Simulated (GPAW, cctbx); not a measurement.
# K2AlAgI6: deformation density and structure factors from DFT

Question: by how much does bonding change the X-ray structure factors of K2AlAgI6, how firmly does DFT give the change, and what does a routine refinement make of it?

The cell comes from substitution in a known structure type and wasn't matched to any measured phase. All numbers below are calculated.

## Step 1: Find the equilibrium geometry

The density hangs on the geometry, so cell and atoms are relaxed first, with the symmetry held. The cutoff is set higher than for the density because stress converges slowly with plane waves.

Settings: GPAW 26.7.0, PBE, 570 eV, 2×2×2 k-points, Fermi–Dirac width 0.05 eV, BFGS to 0.03 eV/Å.

```text
cell
1.0
     0.000000000    5.771000000    5.771000000
     5.771000000    0.000000000    5.771000000
     5.771000000    5.771000000    0.000000000
I Ag K Al
6 1 2 1
Direct
0.768900000 0.768900000 0.231100000
0.768900000 0.231100000 0.768900000
0.231100000 0.768900000 0.231100000
0.231100000 0.768900000 0.768900000
0.231100000 0.231100000 0.768900000
0.768900000 0.231100000 0.231100000
0.500000000 0.500000000 0.500000000
0.250000000 0.250000000 0.250000000
0.750000000 0.750000000 0.750000000
0.000000000 0.000000000 0.000000000
```

```console
$ OMP_NUM_THREADS=1 mpirun -n 4 gpaw python run.py > gpaw.log
```

```text
BFGS:    0      -25.572367        1.041812
BFGS:    1      -25.666252        0.877481
BFGS:    2      -25.927282        0.152362
BFGS:    3      -25.936246        0.117067
...
BFGS:    7      -25.945554        0.083130
BFGS:    8      -25.949094        0.053181
BFGS:    9      -25.950238        0.015546
cell  8.2711 8.2711 8.2711  60.00 60.00 60.00
volume 400.103 A^3, largest force 0.015 eV/A, largest stress 0.03 GPa
```

After 9 steps the volume has changed by +4.1 % and the energy by -0.378 eV; the largest stress left is 0.03 GPa. It took 2 min on 4 cores of Arm Neoverse V2 (shared host), peak memory 1.3 GiB.

Relaxed structure: Fm-3m (no. 225), a = 11.6971 Å, b = 11.6971 Å, c = 11.6971 Å, α = 90.00°, β = 90.00°, γ = 90.00°.

| atom | mult. | x | y | z |
| --- | --- | --- | --- | --- |
| I1 | 24 | 0 | 0 | 0.7598 |
| Ag1 | 4 | 1/2 | 0 | 0 |
| K1 | 8 | 1/4 | 3/4 | 3/4 |
| Al1 | 4 | 0 | 0 | 0 |

## Step 2: Density and charge transfer

X-rays see the whole electron density, so the PAW density is rebuilt with its core regions. Subtracting spherical free atoms from the same code cancels the cores and leaves the deformation density Δρ, the part due to bonding.

Settings: PBE, 450 eV, 3×3×3 k-points, Fermi–Dirac width 0.05 eV; primitive cell of 10 atoms.

```console
$ OMP_NUM_THREADS=1 mpirun -n 4 gpaw python run.py > gpaw.log
```

```text
|iter:   1|       0s |  -26.734588 | -0.58 |       |
|iter:   2|       1s |  -26.616603 | -2.13 | -1.34 |
|iter:   3|       2s |  -26.209114 | -1.74 | -1.38 |
...
|iter:   8|       8s |  -26.094708c| -5.86 | -3.52 |
|iter:   9|       9s |  -26.094712c| -6.80 | -3.98 |
|iter:  10|      10s |  -26.094712c| -7.41c| -4.85c|
```

```text
grid (84, 84, 84)  electrons 416.000  moved by bonding 1.499 e
deformation density beyond 0.5 A of the nuclei: max 0.062, min -0.059 e/A^3
atom        x       y       z   Voronoi charge  moment
I 1    0.7597  0.7597  0.2403     -0.160       0.00
I 2    0.7597  0.2403  0.7597     -0.160       0.00
I 3    0.2403  0.7597  0.2403     -0.160       0.00
I 4    0.2403  0.7597  0.7597     -0.160       0.00
I 5    0.2403  0.2403  0.7597     -0.160       0.00
I 6    0.7597  0.2403  0.2403     -0.160       0.00
Ag7    0.5000  0.5000  0.5000      0.198       0.00
K 8    0.2500  0.2500  0.2500      0.287       0.00
K 9    0.7500  0.7500  0.7500      0.287       0.00
Al10   0.0000  0.0000  0.0000      0.188       0.00
mean inner potential of superposed free atoms 11.593 V
total magnetic moment 0.000 muB
```

Deformation density in a plane through the shortest contact of the I atom at the origin, in 0.01 e/Å³ (clipped at ±99); x from -1.6 to 4.4 Å, y from 2.4 down to -2.4 Å:

```text
  1   0   0   0   0   0   0   0   1   0  -2   0  -2   0   1   0
  0   0   0   0   0   0   0   0   0   0  -1  -2  -1   0   0   0
  0   0   0   1   1   0   0   0   0   2   4   6   4   2   0   0
  0   0   1   2   2   1   0   0   0   0   2   4   2   0   0   0
  0   0   0   2   2   0   0   2   0  -2  -3  -3  -3  -2   0   2
  1   0  -2  -1   .  -2  -1   4   3  -3  -4   .  -4  -3   2   4
  1   0  -3   .   .   .  -2   6   4  -3   .   .   .  -3   4   6
  1   0  -2  -1   .  -2  -1   4   3  -3  -4   .  -4  -3   2   4
  0   0   0   2   2   0   0   2   0  -2  -3  -3  -3  -2   0   2
  0   0   1   2   2   1   0   0   0   0   2   4   2   0   0   0
  0   0   0   1   1   0   0   0   0   2   4   6   4   2   0   0
  0   0   0   0   0   0   0   0   0   0  -1  -2  -1   0   0   0
  1   0   0   0   0   0   0   0   1   0  -2   0  -2   0   1   0
```

Atoms in or within 0.15 Å of the plane: I (0.0, 0.0), Al (2.8, 0.0) Å. Dots mark points within about 0.45 Å of a nucleus; large values next to them are atomic features.

I gains most (-0.16 e) and K loses most (+0.29 e), as electronegativity suggests. Such charges fall far short of formal ones, since overlapping free atoms already put density on their neighbours. Along the shortest contact from the I atom at the map's origin, I–Al at 2.81 Å, Δρ is +0.06 e/Å³ at the midpoint: a modest build-up. At the midpoints of other shortest contacts it is +0.01 (I–Ag, 3.04 Å) e/Å³. Point values carry grid noise of about 0.01 e/Å³. The run needed 10 iterations, 19 s.

## Step 3: From the density to structure factors

The Fourier components of Δρ, added to those of the free atoms, give the static X-ray structure factors; the Mott–Bethe relation turns them into the Fourier components V of the potential that fast electrons feel.

```text
static structure factors of the conventional cell: F in electrons, V (Mott-Bethe) in volts
   h  k  l      d  |F| table  |F| free   |F| DFT   change   |V| free  |V| DFT  change %
   1  1  1  6.7533    58.757    58.723    58.397   -0.326     0.078    0.036    -54.5
   0  2  0  5.8485   491.281   491.192   491.773    0.581     2.350    2.293     -2.4
   0  2  2  4.1355    33.046    33.063    35.234    2.171     0.363    0.470     29.3
   1  3  1  3.5268   147.960   147.698   147.763    0.065     0.494    0.492     -0.5
   2  2  2  3.3767  1008.817  1009.527  1011.609    2.081     5.386    5.318     -1.3
   0  4  0  2.9243  1366.717  1367.207  1367.266    0.059     6.958    6.957     -0.0
   1  3  3  2.6835   223.630   223.367   223.788    0.421     0.859    0.850     -1.0
   0  4  2  2.6156   415.613   415.568   415.032   -0.536     1.703    1.714      0.6
   2  4  2  2.3877    44.950    45.422    44.883   -0.540     0.116    0.107     -7.6
   3  3  3  2.2511   291.624   291.467   292.071    0.604     1.117    1.109     -0.8
   1  5  1  2.2511    26.950    27.333    27.260   -0.073     0.239    0.240      0.4
   0  4  4  2.0678  1212.958  1213.361  1212.088   -1.274     5.208    5.224      0.3
   1  5  3  1.9772    49.980    49.745    50.077    0.332     0.111    0.107     -3.3
   2  4  4  1.9495   371.512   371.327   370.514   -0.813     1.290    1.299      0.7
```

The largest X-ray change is +2.17 e on 022, 6.6 % of |F|. For electrons V goes as (Z − F)/g², so a change of F counts against Z − F, which is small at low angle and wherever the atoms' terms cancel: |V| of 022 moves by +29.3 % (0.36 to 0.47 V) against +6.6 % in |F|. The last three rows still change by up to 1.27 e; the table stops while the angles are still low. The tabulated Hartree–Fock atoms differ from the free DFT atoms by up to 0.71 e, so the choice of reference atom matters too.

## Step 4: How cheap can the run be?

Cutoff and k-mesh: one is changed at a time, to find what the result needs.

```csv
run,ΔF 022 (e),ΔF 222 (e),ΔF 044 (e),q(I) (e),moved (e),time
450 eV 3×3×3,+2.171,+2.081,-1.274,-0.160,1.499,19 s
250 eV 3×3×3,+2.232,+2.043,-1.357,-0.161,1.462,9.1 s
350 eV 3×3×3,+2.185,+2.079,-1.291,-0.160,1.477,13 s
750 eV 3×3×3,+2.170,+2.080,-1.274,-0.163,1.501,40 s
450 eV 1×1×1,+2.105,+2.725,-1.373,-0.178,1.748,8.6 s
450 eV 2×2×2,+2.084,+2.049,-1.275,-0.157,1.475,14 s
```

Within 0.04 e of the base on all three: 350 eV 3×3×3 and 750 eV 3×3×3. The largest error, 0.644 e, comes with 450 eV 1×1×1. The moved charge is off by up to 17 % among these runs. Times are from shared hosts.

## Step 5: Refining ordinary atoms against data with bonding

Routine crystallography fits spherical atoms. To see the bias, intensities are simulated from tabulated atoms plus the DFT change ΔF, so that bonding alone can misfit (13442 reflections of the full sphere, merged to the counts below, to 0.5 Å, 1.5 % proportional noise plus counting noise, assumed isotropic U as listed, Δρ smeared by the mean U) and refined with cctbx over different ranges.

| range | data | R1 | GooF | U I1 (true 0.006) | U Ag1 (true 0.0063) | U K1 (true 0.0087) | U Al1 (true 0.0098) | largest shift (Å) | Δρ max, min (e/Å³) |
| --- | --- | --- | --- | --- | --- | --- | --- | --- | --- |
| all data | 394 | 0.0032 | 1.02 | 0.0060 | 0.0063 | 0.0087 | 0.0098 | 0.0000 | 0.19, -0.21 |
| low resolution, d > 0.84 | 99 | 0.0031 | 1.19 | 0.0060 | 0.0063 | 0.0088 | 0.0099 | 0.0000 | 0.12, -0.17 |
| high order, d < 0.75 | 259 | 0.0034 | 0.98 | 0.0060 | 0.0063 | 0.0087 | 0.0097 | 0.0000 | 0.16, -0.17 |
| occupancies free, d > 0.7 | 162 | 0.0028 | 1.04 | 0.0060 | 0.0063 | 0.0088 | 0.0096 | 0.0000 | 0.15, -0.18 |

With all data GooF is 1.02, so at this noise the bonding hardly shows; the top residual peak, near noise level, lies 0.94 Å from I and 2.90 Å from Al. No U is off by more than 3 s.u. at low resolution. With I1 held at 1 and the scale free, the other occupancies refine to Ag1 1.000(0.001), K1 0.999(0.003) and Al1 0.993(0.005), within three s.u. of full.

## Step 6: Answer

Bonding moves 1.50 e in the primitive cell of K2AlAgI6 and changes the structure factors of the conventional cell in the table above by at most 2.17 e (022, 6.6 %). The shortest bond, I–Al, has Δρ = +0.06 e/Å³ at its midpoint. Within 0.04 e of the base on all three: 350 eV 3×3×3 and 750 eV 3×3×3. The largest error, 0.644 e, comes with 450 eV 1×1×1. The moved charge is off by up to 17 % among these runs. With all data GooF is 1.02, so at this noise the bonding hardly shows. Limits: static density, frozen cores, no spin–orbit coupling.

[Outputs are excerpts: Python notices, other lines and further rows are left out; steps that failed or that the build refused (PBEsol, TPSS) are not shown.]

[Logs are printed without paths, hosts, clocks, repeated set-up lines and the standing remarks that a program may print on its own settings, such as how far it seeks lower states.]
